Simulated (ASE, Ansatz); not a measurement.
# Building C(111) slab, H on the bottom face (112 atoms)

The cell is an input for a DFT calculation. Recipe: diamond-structure C (a = 3.567 Å), (111) slab of 6 atomic planes, 4 x 4 surface cells, H on the broken bonds of the bottom face, 10 Å of vacuum; displaced by a Gaussian of 0.02 Å.

A script for it:

build.py (ASE 3.29.0):

```python
import numpy as np
from ase import Atoms
from ase.build import bulk, make_supercell, surface
from ase.neighborlist import neighbor_list
from ase.constraints import FixAtoms

u = bulk('C', 'diamond', a=3.567)
u.positions += np.array([0.0877, 0.0877, 0.0877]) @ u.cell[:]; u.wrap(eps=1e-6)
full = surface(u, [1, 1, 1], 5, vacuum=5)
full.set_cell(full.cell.cellpar(), scale_atoms=True)  # standard orientation
full.set_tags(0)
full = make_supercell(full, [[4, 0, 0], [-4, 4, 0], [0, 0, 1]])
full.set_cell(full.cell.cellpar(), scale_atoms=True)  # standard orientation
z = full.positions[:, 2] - full.positions[:, 2].min()
keep = (z > 1.96) & (z < 6.79)
i, j, D = neighbor_list('ijD', full, 1.78)
miss = keep[i] & ~keep[j] & (D[:, 2] < 0)
bond = {'C': 1.09}
caps = [full.positions[a] + d / np.linalg.norm(d) * bond[full[a].symbol] for a, d in zip(i[miss], D[miss])]
atoms = full[keep] + Atoms('H' * len(caps), caps)
atoms.set_tags([0] * keep.sum() + [1] * len(caps))
atoms.center(vacuum=5, axis=2); atoms.pbc = True
atoms.rattle(0.02, seed=95107)
atoms.set_constraint(FixAtoms(mask=atoms.positions[:, 2] < atoms.positions[:, 2].min() + 2.2))
atoms.wrap()
atoms.write('structure.xyz')
print(atoms.get_chemical_formula(), len(atoms), 'atoms; cell', atoms.cell.cellpar().round(3))
```

```console
$ python build.py
C96H16 112 atoms; cell [ 10.089  10.089  15.724  90.     90.    120.   ]
```

The cell holds 112 atoms: 96 C and 16 H. Its edges and angles: a = 10.089 Å, b = 10.089 Å, c = 15.724 Å, α = 90.0°, β = 90.0°, γ = 120.0°. It derives from C (diamond-structure). Regions: slab, 96 atoms (96 C); hydrogen, 16 atoms (16 H). Vacuum lies along c.

```xyz
112
Lattice="10.0890 0.0000 0.0000 -5.0445 8.7373 0.0000 0.0000 0.0000 15.7237" Properties=species:S:1:pos:R:3
C    -1.2328    8.0132    6.6076
C     2.5211    0.0208    6.0461
C    -2.5514    7.2710    8.6916
C    -1.2540    7.9840    8.1526
C     2.5425    0.0497   10.7237
C    -2.4956    7.2607   10.1762
C    -0.0118    5.8136    6.6385
C    -1.2530    6.6182    6.1102
C    -1.2502    5.1133    8.6752
C     0.0122    5.8371    8.1683
C    -1.2687    6.5477   10.7155
C    -1.3061    5.0924   10.1654
C     1.2885    8.0366    6.5558
C     5.0623    0.0124    6.1130
C    -0.0034    7.2706    8.6617
C     1.2437    8.0217    8.1326
C     0.0128    8.6951   10.7473
C     0.0186    7.3015   10.2028
C     1.2589    3.6345    6.6365
C    -0.0134    4.3858    6.0796
C     0.0023    2.9117    8.6586
C     1.2927    3.6259    8.1274
C     0.0320    4.3892   10.7349
C     0.0374    2.9081   10.2026
C     2.5346    5.7796    6.5910
C     1.2479    6.5568    6.0745
C     1.2742    5.0874    8.6796
C     2.5173    5.8205    8.1631
C     1.2588    6.5382   10.6823
C     1.2613    5.0992   10.2168
C     3.7451    7.9987    6.6156
C     7.5625    0.0220    6.0720
C     2.5485    7.2726    8.6832
C     3.7751    8.0431    8.1436
C     7.6002    0.0246   10.6874
C     2.4831    7.2878   10.2182
C     2.5562    1.4749    6.6112
C     1.2767    2.1727    6.1407
C     1.2318    0.7233    8.6953
C     2.5065    1.4583    8.1368
C     1.2673    2.2034   10.7003
C     1.2860    0.7321   10.2385
C     3.7989    3.6265    6.5827
C     2.5516    4.3873    6.1031
C     2.5485    2.9081    8.6949
C     3.7909    3.6735    8.1727
C     2.4760    4.3605   10.7086
C     2.5075    2.8859   10.1886
C     5.0385    5.8351    6.6132
C     3.7956    6.5523    6.1171
C     3.7940    5.0975    8.6625
C     5.0654    5.7981    8.1403
C     3.8047    6.5374   10.7240
C     3.7910    5.0921   10.1902
C    -3.8164    7.9933    6.6228
C     5.0176    8.7208    6.0486
C     5.0398    7.3003    8.6650
C    -3.7924    8.0127    8.1581
C    -5.0124    8.7044   10.7251
C     5.0599    7.2571   10.1919
C     5.0600    1.4897    6.5821
C     3.8002    2.2073    6.0733
C     3.8144    0.7502    8.6630
C     5.0385    1.4679    8.1806
C     3.7614    2.2073   10.7350
C     3.7572    0.7056   10.2100
C     6.3234    3.6462    6.5898
C     5.0412    4.3877    6.0928
C     5.0405    2.8611    8.6501
C     6.2735    3.6194    8.1776
C     5.0589    4.4074   10.7094
C     5.0307    2.9123   10.2152
C    -2.5257    5.8185    6.5698
C     6.2896    6.5723    6.1069
C     6.2956    5.1147    8.6832
C    -2.5343    5.8077    8.1408
C     6.2741    6.5445   10.7133
C     6.2840    5.1088   10.2218
C     7.5889    1.4777    6.5973
C     6.2994    2.1898    6.0651
C     6.2806    0.6921    8.6836
C     7.5774    1.4560    8.1612
C     6.2992    2.1613   10.7404
C     6.3079    0.7188   10.2054
C    -1.2702    3.6568    6.5612
C    -2.5255    4.3764    6.0865
C     7.5839    2.9160    8.6678
C    -1.2656    3.6449    8.1405
C    -2.5123    4.3523   10.7366
C     7.5336    2.8975   10.2166
C     0.0156    1.4551    6.6252
C    -1.2446    2.1855    6.0514
C     8.8149    0.7138    8.6446
C    -0.0044    1.4493    8.1496
C    -1.2590    2.2173   10.7350
C     8.8280    0.7115   10.2136
H     2.5324    0.0166    4.9959
H    -1.2547    6.5458    5.0075
H     5.0396    0.0157    5.0086
H     0.0030    4.3840    5.0008
H     1.2630    6.5796    5.0034
H     7.5846    0.0425    4.9981
H     1.3033    2.1612    5.0012
H     2.5190    4.3807    5.0223
H     3.7707    6.5342    4.9894
H     0.0222    0.0175    4.9879
H     3.8084    2.1717    4.9797
H     5.0593    4.3544    4.9813
H    -3.7663    6.5824    4.9824
H     6.2810    2.2090    5.0305
H     7.5570    4.3570    5.0355
H    -1.2636    2.2082    5.0185
```

Bonds by pair of elements; cutoffs follow the first minimum of g(r), held within bounds set by covalent radii, and pairs that aren't listed don't count as bonded:

```csv
pair A-B,cutoff (Å),bonds,mean length (Å),spread (Å),shortest (Å),B about A,A about B
C-C,1.85,176,1.54,0.03,1.47,3.67,3.67
C-H,1.34,16,1.08,0.032,1.03,0.167,1
```

How many atoms have how many bonded neighbours:

```csv
element,mean,1,3,4
C,3.83,0,16,80
H,1,16,0,0
```

[Logs are printed without paths, hosts, clocks, repeated set-up lines and the standing remarks that a program may print on its own settings, such as how far it seeks lower states.]

[Hosts, paths, dates, database ids (printed as entryN), source tags and the programs' standing remarks are cut or masked in the printed files.]
